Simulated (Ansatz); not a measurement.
## MgZn2S3: complex band structure

Wanted: the relaxed cell of MgZn2S3, its band edges and its decay constants. It is built by putting Mg for part of the Zn in the ZnS structure of space group R3m, with the volume rescaled by atomic radii. The parent structure comes from the Materials Project.

Main program and level: Ansatz 0.2.0; r2SCAN DFT, plane waves, PAW files, in the first sound run; inputs show where later runs differ.

Report form: the programs' logs are mostly left out.

The structure was built from a prototype and need not be the compound's stable phase.

### Step 1. The starting structure

It takes space group R3m (No. 160, trigonal). Conventional cell: a = 3.874 Å, b = 3.874 Å, c = 28.554 Å, α = 90.00°, β = 90.00°, γ = 120.00°. Nearest to Mg lie 4 S at 2.37 to 2.38 Å. Nearest to Zn lie 4 S at 2.37 Å. Nearest to Zn lie 4 S at 2.38 Å. S has 3 Zn at 2.38 Å and 1 Mg at 2.38 Å nearest. S has 4 Zn at 2.37 to 2.38 Å nearest. S has 1 Zn at 2.37 Å and 3 Mg at 2.37 Å nearest. It derives from ZnS. Mg for part of the Zn in the ZnS structure of space group R3m. Farther neighbours and most contacts between anions are not listed.

Coordinates:

```cif
data_structure
_symmetry_space_group_name_H-M 'P 1'
_symmetry_Int_Tables_number 1
_cell_length_a 9.7771
_cell_length_b 9.7771
_cell_length_c 9.7771
_cell_angle_alpha 22.852
_cell_angle_beta 22.852
_cell_angle_gamma 22.852
_cell_volume 123.68
loop_
_atom_site_label
_atom_site_type_symbol
_atom_site_fract_x
_atom_site_fract_y
_atom_site_fract_z
_atom_site_occupancy
Mg1 Mg 0.99997 0.99997 0.99997 1
Zn2 Zn 0.22227 0.22227 0.22227 1
Zn3 Zn 0.44461 0.44461 0.44461 1
S4 S 0.08327 0.08327 0.08327 1
S5 S 0.52784 0.52784 0.52784 1
S6 S 0.30536 0.30536 0.30536 1
```

### Step 2. Cell and atoms at rest

The substituted atoms don't fit the parent's cell, so cell and atoms relax together. A small smearing keeps the run stable in case the gap closes on the way.

input.yaml reads:

```yaml
crystal:
  lattice:
    - [1.9368320485, 1.1182305046, 9.5178531815]
    - [-1.9368320485, 1.1182305046, 9.5178531815]
    - [0.0, -2.2364610091, 9.5178531815]
  atoms:
    - { symbol: Mg, position: [0.99997114, 0.99997114, 0.99997114] }
    - { symbol: Zn, position: [0.22226941, 0.22226941, 0.22226941] }
    - { symbol: Zn, position: [0.44461344, 0.44461344, 0.44461344] }
    - { symbol: S, position: [0.08326717, 0.08326717, 0.08326717] }
    - { symbol: S, position: [0.5278423, 0.5278423, 0.5278423] }
    - { symbol: S, position: [0.30536254, 0.30536254, 0.30536254] }
kpoints:
  mp_grid: { grid: [6, 6, 6] }
scf:
  occupations: { method: gaussian, width: 0.03 }
hamiltonian:
  xc: r2scan
output:
  forces: true
  stress: true
relax:
  f_tol: 0.02
  max_steps: 60
  cell: {}
```

Started as:

```bash
> ansatz run input.yaml --threads 2 --pin off --max-ram 4096MiB --backend cpu --events-out ev --progress --plain --runs-dir out
```

Wall time 41 s (2 threads of Intel Xeon Platinum 8488C (Sapphire Rapids), shared host); peak memory 0.72 GiB.

Relaxation path:

```
step  energy less that of the first step (eV)  largest force component (eV/Å)  pressure (GPa)  volume (Å³)
   1                                   0.0000                          0.7528            0.00       123.68
   2                                  -0.0540                          0.1630           -0.09       123.69
   3                                  -0.0575                          0.0218           -0.01       123.55
   4                                  -0.0576                          0.0064            0.00       123.55
  5*                                  -0.0575                          0.0064            0.00       123.55
```

Relaxation steps marked * repeat the geometry before them on a plane-wave basis chosen anew for their cell, so energy and pressure can jump there.

The run keeps the 6 symmetry operations that it works with, so distortions that break them were not tested.

```
conventional cell, symmetrised  before   after  change
                         a (Å)   3.874   3.870  -0.1 %
                         b (Å)   3.874   3.870  -0.1 %
                         c (Å)  28.554  28.579  +0.1 %
              volume (Å³/atom)   20.61   20.59  -0.1 %
```

The atoms that moved most (Å, as changes of fractional coordinates times the final cell):

```csv
atom,dx,dy,dz,length
S6,0.000,0.000,-0.082,0.082
S4,0.000,0.000,0.078,0.078
Zn3,0.000,0.000,0.044,0.044
Zn2,0.000,0.000,-0.044,0.044
```

This step gave:

```
free energy  : -11302.3206 eV
Fermi energy : 6.179 eV
pressure     : -5.11e-4 GPa
```

The largest force component on a free atom ends at 0.0064 eV/Å.

### Step 3. Band edges

The energy window and the wavevectors of the next steps follow from the band edges, so these are searched first, off the mesh as well.

input.yaml reads:

```yaml
crystal:
  lattice:
    - [1.9349052012, 1.1171180388, 9.5263717797]
    - [-1.9349052012, 1.1171180388, 9.5263717797]
    - [0.0, -2.2342360775, 9.5263717797]
  atoms:
    - { symbol: Mg, position: [1.0000230144, 1.0000230144, 1.0000230144] }
    - { symbol: Zn, position: [0.2207428675, 0.2207428675, 0.2207428675] }
    - { symbol: Zn, position: [0.4461509632, 0.4461509632, 0.4461509632] }
    - { symbol: S, position: [0.0859921126, 0.0859921126, 0.0859921126] }
    - { symbol: S, position: [0.5279341135, 0.5279341135, 0.5279341135] }
    - { symbol: S, position: [0.3024829287, 0.3024829287, 0.3024829287] }
kpoints:
  mp_grid: { grid: [8, 8, 8] }
  band_path: { path: [VBM, CBM], npoints: 30 }
scf:
  occupations: { method: fixed }
hamiltonian:
  xc: r2scan
output:
  eigenvalues: true
  write_potential: true
  write_density: true
  volumetric_format: npy
```

Wall time 38 s (2 threads); peak memory 0.77 GiB.

Numbers from this step:

```yaml
free_energy: -11302.3230 eV
fermi_energy: 4.695 eV
gap_on_the_k_mesh: 2.968 eV
gap_on_path: 2.968 eV, by band count; negative where bands overlap
direct_gap_on_path: 2.968 eV
edge_places_on_path: 0, 0 1/A along the path
```

Levels at VBM (eV): -6.19, -6.19, -6.17, -6.15, -6.15, -5.96, -5.74, -5.74, -5.71, -5.71, -4.06, -3.22, -0.81, -0.81, -0.52, -0.52, -0.12, 0.00, 0.00, 2.97, 3.87, 5.21, 7.10, 7.10, 7.45.

The searched edges give 2.97 eV, as on the mesh.

### Step 4. Complex bands, plane (001)

This step: r2SCAN DFT, plane waves, PAW files; complex bands by layer matching along the plane's normal (Ansatz 0.2.0).

The same crystal is laid in a cell whose first two vectors span the (001) plane (indices of the standard conventional cell, whose axes can be ordered otherwise than in the bulk input). At fixed energy and wavevector in the plane the solver finds all kz, real and complex. A few wavevectors are listed, (0, 0) and (0.5, 0) in units of the plane's reciprocal vectors; the slowest state needn't be among them.

input.yaml reads:

```yaml
crystal:
  lattice:
    - [3.869810402, 0.0, 0.0]
    - [1.934905201, 3.351354116, 0.0]
    - [1.934905201, -1.117118039, 9.52637178]
  atoms:
    - { symbol: Mg, position: [4.60288e-05, 0.9999769856, 0.9999309568] }
    - { symbol: Zn, position: [0.441485735, 0.7792571325, 0.3377713975] }
    - { symbol: Zn, position: [0.8923019264, 0.5538490368, 0.6615471104] }
    - { symbol: S, position: [0.1719842252, 0.9140078874, 0.7420236622] }
    - { symbol: S, position: [0.055868227, 0.4720658865, 0.4161976595] }
    - { symbol: S, position: [0.6049658574, 0.6975170713, 0.0925512139] }
kpoints:
  mp_grid: { grid: [8, 8, 8] }
scf:
  occupations: { method: fixed }
hamiltonian:
  xc: r2scan
output:
  eigenvalues: true
  transmission:
    leads: [[0, 0]]
    kpoints: [[0.0, 0.0], [0.5, 0.0]]
    e_range: [-1.0, 3.97]
    de: 0.12
```

Run time: 28 s. Hardware: 2 threads; peak memory 0.79 GiB.

This step gave:

* level to which the leads are filled: 1.484 eV from the Fermi level
* decay constant at the filling level, zone centre: 0.2022 Å⁻¹
* decay constant at the filling level, slowest listed point: 0.2022 Å⁻¹

K parallel (0, 0); values up to 1.5 1/Å, a degenerate pair printed once or twice; energies at which all values exceed this have no row. Table of Im kz of the slowest decaying states by energy, zero at the highest filled level on the SCF mesh:

| energy (eV) | decay 1 (Å⁻¹) | decay 2 (Å⁻¹) | decay 3 (Å⁻¹) | decay 4 (Å⁻¹) |
| --- | --- | --- | --- | --- |
| -1.00 | 0.318 | 1.31 | 1.36 | 1.47 |
| -0.76 | 0.148 | 1.26 | 1.39 | 1.43 |
| -0.52 | 0.0258 | 1.24 | 1.40 | 1.40 |
| -0.28 | 0.172 | 1.22 | 1.37 | 1.40 |
| -0.04 | 0.0638 | 1.21 | 1.33 | 1.38 |
| 0.20 | 0.123 | 0.350 | 1.22 | 1.30 |
| 0.44 | 0.156 | 0.472 | 1.27 | 1.28 |
| 0.68 | 0.177 | 0.550 | 1.24 | 1.27 |
| 0.92 | 0.191 | 0.607 | 1.20 | 1.26 |
| 1.16 | 0.199 | 0.653 | 1.15 | 1.17 |
| 1.40 | 0.202 | 0.690 | 1.05 | 1.14 |
| 1.76 | 0.199 | 0.734 | 0.941 | 1.08 |
| 2.00 | 0.190 | 0.757 | 0.880 | 1.05 |
| 2.24 | 0.175 | 0.777 | 0.821 | 1.02 |
| 2.48 | 0.152 | 0.763 | 0.792 | 0.982 |
| 2.72 | 0.115 | 0.703 | 0.803 | 0.950 |
| 2.96 | 0.0211 | 0.638 | 0.810 | 0.918 |
| 3.20 | 0.566 | 0.812 | 0.888 | - |
| 3.44 | 0.477 | 0.811 | 0.859 | 1.48 |
| 3.68 | 0.0335 | 0.339 | 0.806 | 0.831 |
| 3.92 | 0.0380 | 0.221 | 0.797 | 0.804 |

K parallel (0.5, 0); values up to 1.5 1/Å, a degenerate pair printed once or twice; energies at which all values exceed this have no row. The Im kz of the slowest decaying states by energy, zero at the highest filled level on the SCF mesh:

```csv
energy (eV),decay 1 (Å⁻¹),decay 2 (Å⁻¹),decay 3 (Å⁻¹),decay 4 (Å⁻¹)
-1.00,0.0749,0.124,0.163,1.34
-0.76,0.0477,0.192,0.231,1.27
-0.52,0.232,0.270,0.271,1.22
-0.28,0.259,0.298,0.358,1.17
-0.04,0.280,0.318,0.416,1.13
0.20,0.295,0.332,0.458,1.08
0.44,0.306,0.342,0.491,1.04
0.68,0.314,0.349,0.516,1.01
0.92,0.319,0.352,0.536,0.968
1.16,0.322,0.353,0.552,0.930
1.40,0.322,0.351,0.564,0.891
1.76,0.317,0.344,0.576,0.833
2.00,0.311,0.335,0.581,0.793
2.24,0.302,0.324,0.584,0.752
2.48,0.290,0.310,0.585,0.710
2.72,0.276,0.292,0.584,0.666
2.96,0.257,0.270,0.581,0.619
3.20,0.234,0.240,0.570,0.577
3.44,0.201,0.204,0.516,0.571
3.68,0.138,0.161,0.456,0.564
3.92,0.0825,0.385,0.555,-
```

At the listed wavevectors the last open channel is at -0.04 eV and the next at +3.08 eV on the grid. At +1.52 eV, the grid energy nearest the filling level (the middle of the gap on the SCF mesh), the slowest state at the listed wavevectors decays with κ = 0.202 Å⁻¹, its amplitude falling by e over 4.9 Å. Through 1 nm of this crystal that state's transmission falls by exp(−2 × 0.202 Å⁻¹ × 10 Å) = 0.018.

### Step 5. Complex bands, plane (101)

The same for the (101) plane, at (0, 0) and (0.5, 0), to see how the decay depends on direction.

input.yaml reads:

```yaml
crystal:
  lattice:
    - [9.784864339, 0.0, 0.0]
    - [0.765234552, 3.793395396, 0.0]
    - [0.765234552, 1.819513031, 3.328546373]
  atoms:
    - { symbol: Mg, position: [6.90432e-05, 0.9999769856, 0.9999769856] }
    - { symbol: Zn, position: [0.6622286025, 0.7792571325, 0.7792571325] }
    - { symbol: Zn, position: [0.3384528896, 0.5538490368, 0.5538490368] }
    - { symbol: S, position: [0.2579763378, 0.9140078874, 0.9140078874] }
    - { symbol: S, position: [0.5838023405, 0.4720658865, 0.4720658865] }
    - { symbol: S, position: [0.9074487861, 0.6975170713, 0.6975170713] }
kpoints:
  mp_grid: { grid: [8, 8, 8] }
scf:
  occupations: { method: fixed }
hamiltonian:
  xc: r2scan
output:
  eigenvalues: true
  transmission:
    leads: [[0, 0]]
    kpoints: [[0.0, 0.0], [0.5, 0.0]]
    e_range: [-1.0, 3.97]
    de: 0.08
```

The job ended after 2 min (2 threads; peak memory 1.8 GiB; 3.9 min of CPU time).

This step gave:

| Item | Value |
| --- | --- |
| decay constant at the filling level, zone centre | 0.1955 Å⁻¹ |
| decay constant at the filling level, slowest listed point | 0.1955 Å⁻¹ |

K parallel (0, 0); values up to 1.5 1/Å, a degenerate pair printed once or twice; energies at which all values exceed this have no row. The Im kz of the slowest decaying states by energy, zero at the highest filled level on the SCF mesh:

```csv
energy (eV),decay 1 (Å⁻¹),decay 2 (Å⁻¹),decay 3 (Å⁻¹),decay 4 (Å⁻¹)
-1.00,0.342,0.348,1.14,1.23
-0.76,0.0686,0.136,0.390,1.13
-0.52,0.158,0.306,0.422,1.11
-0.28,0.124,0.208,0.233,0.397
-0.04,0.182,0.250,0.311,0.459
0.28,0.116,0.208,0.276,0.328
0.52,0.15,0.227,0.296,0.405
0.76,0.172,0.240,0.312,0.448
1.00,0.185,0.250,0.324,0.479
1.24,0.193,0.256,0.333,0.483
1.48,0.196,0.259,0.339,0.477
1.72,0.193,0.260,0.343,0.468
1.96,0.186,0.257,0.345,0.456
2.20,0.172,0.251,0.344,0.440
2.44,0.151,0.242,0.342,0.420
2.68,0.118,0.230,0.337,0.394
3.00,0.207,0.328,0.351,0.556
3.24,0.182,0.307,0.318,0.553
3.48,0.149,0.247,0.307,0.548
3.72,0.0955,0.153,0.292,0.529
3.96,0.275,0.457,0.490,0.532
```

K parallel (0.5, 0); values up to 1.5 1/Å, a degenerate pair printed once or twice; energies at which all values exceed this have no row. Im kz of the slowest decaying states against energy, zero at the highest filled level on the SCF mesh:

```csv
energy (eV),decay 1 (Å⁻¹),decay 2 (Å⁻¹),decay 3 (Å⁻¹),decay 4 (Å⁻¹)
-1.0000,0.161,0.253,0.317,0.542
-0.7600,0.0953,0.179,0.275,0.649
-0.5200,0.170,0.313,0.354,0.709
-0.2800,0.108,0.192,0.217,0.398
-0.0400,0.0412,0.0834,0.166,0.252
0.2800,0.157,0.206,0.287,0.347
0.5200,0.195,0.224,0.306,0.403
0.7600,0.220,0.237,0.322,0.444
1.0000,0.237,0.246,0.334,0.474
1.2400,0.250,0.343,0.497,0.556
1.4800,0.254,0.350,0.515,0.560
1.7200,0.254,0.258,0.354,0.529
1.9600,0.249,0.258,0.356,0.539
2.2800,0.239,0.252,0.356,0.548
2.5200,0.227,0.244,0.353,0.542
2.7600,0.210,0.232,0.349,0.529
3.0000,0.188,0.215,0.342,0.503
3.2400,0.157,0.192,0.333,0.447
3.4800,0.108,0.161,0.322,0.377
3.7200,0.111,0.288,0.308,0.510
```

At the listed wavevectors the last open channel is at -0.04 eV and the next at +3.00 eV on the grid. At +1.48 eV, the grid energy nearest the filling level (the middle of the gap on the SCF mesh), the slowest state at the listed wavevectors decays with κ = 0.196 Å⁻¹, its amplitude falling by e over 5.1 Å; the first such run, plane (001), gave 0.202 Å⁻¹.

### Step 6. Band edges at another level, cutoff 420 eV

This step: LDA DFT, plane waves, PAW files (Ansatz 0.2.0).

The edges again with LDA, at the same atoms. Against that run the cutoff is 420 eV against 500.

input.yaml reads:

```yaml
crystal:
  lattice:
    - [1.9349052012, 1.1171180388, 9.5263717797]
    - [-1.9349052012, 1.1171180388, 9.5263717797]
    - [0.0, -2.2342360775, 9.5263717797]
  atoms:
    - { symbol: Mg, position: [1.0000230144, 1.0000230144, 1.0000230144] }
    - { symbol: Zn, position: [0.2207428675, 0.2207428675, 0.2207428675] }
    - { symbol: Zn, position: [0.4461509632, 0.4461509632, 0.4461509632] }
    - { symbol: S, position: [0.0859921126, 0.0859921126, 0.0859921126] }
    - { symbol: S, position: [0.5279341135, 0.5279341135, 0.5279341135] }
    - { symbol: S, position: [0.3024829287, 0.3024829287, 0.3024829287] }
kpoints:
  mp_grid: { grid: [8, 8, 8] }
  band_path: { path: [VBM, CBM], npoints: 30 }
scf:
  occupations: { method: fixed }
hamiltonian:
  xc: lda
output:
  eigenvalues: true
```

The job ended after 16 s (2 threads; peak memory 0.53 GiB).

This step gave:

```yaml
free_energy: -11008.7125 eV
fermi_energy: 4.704 eV
gap_on_the_k_mesh: 2.144 eV
gap_on_path: 2.144 eV, by band count; negative where bands overlap
direct_gap_on_path: 2.144 eV
```

Levels at VBM (eV): -6.20, -6.20, -6.17, -6.16, -6.16, -5.98, -5.80, -5.80, -5.76, -5.76, -4.07, -3.26, -0.76, -0.76, -0.51, -0.51, -0.10, 0.00, 0.00, 2.14, 3.13, 4.36, 6.44, 6.44, 6.74.

The searched edges give 2.14 eV, as on the mesh.

Between step 3 and this run (LDA and cutoff 420 eV) the value for the gap on path moves from 2.97 eV to 2.14 eV.

### Step 7. Complex bands at another level, cutoff 420 eV

This step: LDA DFT, plane waves, PAW files; complex bands by layer matching along the plane's normal (Ansatz 0.2.0).

The complex bands at that level, over its own gap, at (0, 0) and (0.5, 0).

input.yaml reads:

```yaml
crystal:
  lattice:
    - [3.869810402, 0.0, 0.0]
    - [1.934905201, 3.351354116, 0.0]
    - [1.934905201, -1.117118039, 9.52637178]
  atoms:
    - { symbol: Mg, position: [4.60288e-05, 0.9999769856, 0.9999309568] }
    - { symbol: Zn, position: [0.441485735, 0.7792571325, 0.3377713975] }
    - { symbol: Zn, position: [0.8923019264, 0.5538490368, 0.6615471104] }
    - { symbol: S, position: [0.1719842252, 0.9140078874, 0.7420236622] }
    - { symbol: S, position: [0.055868227, 0.4720658865, 0.4161976595] }
    - { symbol: S, position: [0.6049658574, 0.6975170713, 0.0925512139] }
kpoints:
  mp_grid: { grid: [8, 8, 8] }
scf:
  occupations: { method: fixed }
hamiltonian:
  xc: lda
output:
  eigenvalues: true
  transmission:
    leads: [[0, 0]]
    kpoints: [[0.0, 0.0], [0.5, 0.0]]
    e_range: [-1.0, 3.14]
    de: 0.1
```

It took 14 s on 2 threads; peak memory 0.54 GiB; 28 s of CPU time.

Numbers from this step:

* level to which the leads are filled: 1.072 eV from the Fermi level
* decay constant at the filling level, zone centre: 0.1594 Å⁻¹
* decay constant at the filling level, slowest listed point: 0.1594 Å⁻¹

K parallel (0, 0); values up to 1.5 1/Å, a degenerate pair printed once or twice; energies at which all values exceed this have no row. Table of Im kz of the slowest decaying states by energy, zero at the highest filled level on the SCF mesh:

```csv
energy (eV),decay 1 (Å⁻¹),decay 2 (Å⁻¹),decay 3 (Å⁻¹),decay 4 (Å⁻¹)
-1.00,0.353,1.22,1.38,1.45
-0.70,0.133,1.19,1.38,1.40
-0.40,1.19,1.36,1.36,-
-0.10,0.0154,0.117,1.21,1.31
0.00,0.0150,0.0672,1.26,1.30
0.20,0.109,0.344,1.25,1.27
0.50,0.141,0.488,1.23,1.23
0.80,0.156,0.574,1.06,1.18
1.00,0.160,0.617,0.983,1.16
1.30,0.155,0.668,0.894,1.11
1.60,0.139,0.707,0.814,1.07
1.90,0.102,0.735,0.737,1.02
2.20,0.652,0.760,0.976,-
2.50,0.558,0.776,0.932,-
2.80,0.433,0.784,0.891,1.49
3.10,0.0970,0.785,0.851,1.45
```

K parallel (0.5, 0); values up to 1.5 1/Å, a degenerate pair printed once or twice; energies at which all values exceed this have no row. Im kz of the slowest decaying states against energy, zero at the highest filled level on the SCF mesh:

| energy (eV) | decay 1 (Å⁻¹) | decay 2 (Å⁻¹) | decay 3 (Å⁻¹) | decay 4 (Å⁻¹) |
| --- | --- | --- | --- | --- |
| -1.00 | 0.0840 | 0.113 | 0.147 | 1.24 |
| -0.80 | 0.173 | 0.208 | 1.20 | - |
| -0.60 | 0.209 | 0.210 | 0.244 | 1.16 |
| -0.40 | 0.234 | 0.270 | 0.308 | 1.12 |
| -0.20 | 0.253 | 0.288 | 0.370 | 1.08 |
| 0.00 | 0.268 | 0.302 | 0.415 | 1.05 |
| 0.20 | 0.279 | 0.312 | 0.450 | 1.01 |
| 0.40 | 0.287 | 0.319 | 0.478 | 0.976 |
| 0.60 | 0.292 | 0.323 | 0.500 | 0.943 |
| 0.80 | 0.296 | 0.325 | 0.518 | 0.909 |
| 1.00 | 0.297 | 0.324 | 0.532 | 0.875 |
| 1.30 | 0.294 | 0.319 | 0.548 | 0.823 |
| 1.50 | 0.290 | 0.313 | 0.556 | 0.788 |
| 1.70 | 0.284 | 0.305 | 0.561 | 0.752 |
| 1.90 | 0.275 | 0.294 | 0.565 | 0.716 |
| 2.10 | 0.265 | 0.281 | 0.567 | 0.677 |
| 2.30 | 0.251 | 0.263 | 0.568 | 0.637 |
| 2.50 | 0.234 | 0.242 | 0.567 | 0.596 |
| 2.70 | 0.212 | 0.214 | 0.551 | 0.564 |
| 2.90 | 0.175 | 0.184 | 0.503 | 0.561 |
| 3.10 | 0.113 | 0.145 | 0.450 | 0.556 |

At the listed wavevectors the last open channel is at -0.20 eV and the next at +2.20 eV on the grid. At +1.10 eV, the grid energy nearest the filling level (the middle of the gap on the SCF mesh), the slowest state at the listed wavevectors decays with κ = 0.159 Å⁻¹, its amplitude falling by e over 6.3 Å; the first such run, plane (001), gave 0.202 Å⁻¹.

### Step 8. Results

| Quantity | Value |
| --- | --- |
| band gap | 2.97 eV |
| least decay constant at mid-gap, normal to (001) | 0.202 Å⁻¹ |
| least decay constant at mid-gap, normal to (101) | 0.196 Å⁻¹ |
| least decay constant, LDA | 0.159 Å⁻¹ |

**Reading.** With r2SCAN, the slowest decay at the wavevectors tried is κ = 0.196 Å⁻¹, normal to (101). Through such a film the transmission near mid-gap falls as exp(−2κd), a factor of ten every 5.9 Å. The directions tried decay at nearly the same rate. A free electron under a barrier of half the gap would need a mass of 0.098 mₑ to decay at this rate. With LDA the gap goes from 2.97 to 2.14 eV and the decay constant, over the first 2 listed wavevectors, from 0.202 to 0.159 Å⁻¹. The compound is made up by substitution; its stability against other phases and against distortions of the cell's symmetry was not tested. r2SCAN still narrows gaps, if less than LDA and GGA do, so real decay constants are likely larger.

[Logs are printed without paths, hosts, clocks, repeated set-up lines and the standing remarks that a program may print on its own settings, such as how far it seeks lower states.]

[Hosts, paths, dates, database ids (printed as entryN), source tags and the programs' standing remarks are cut or masked in the printed files.]
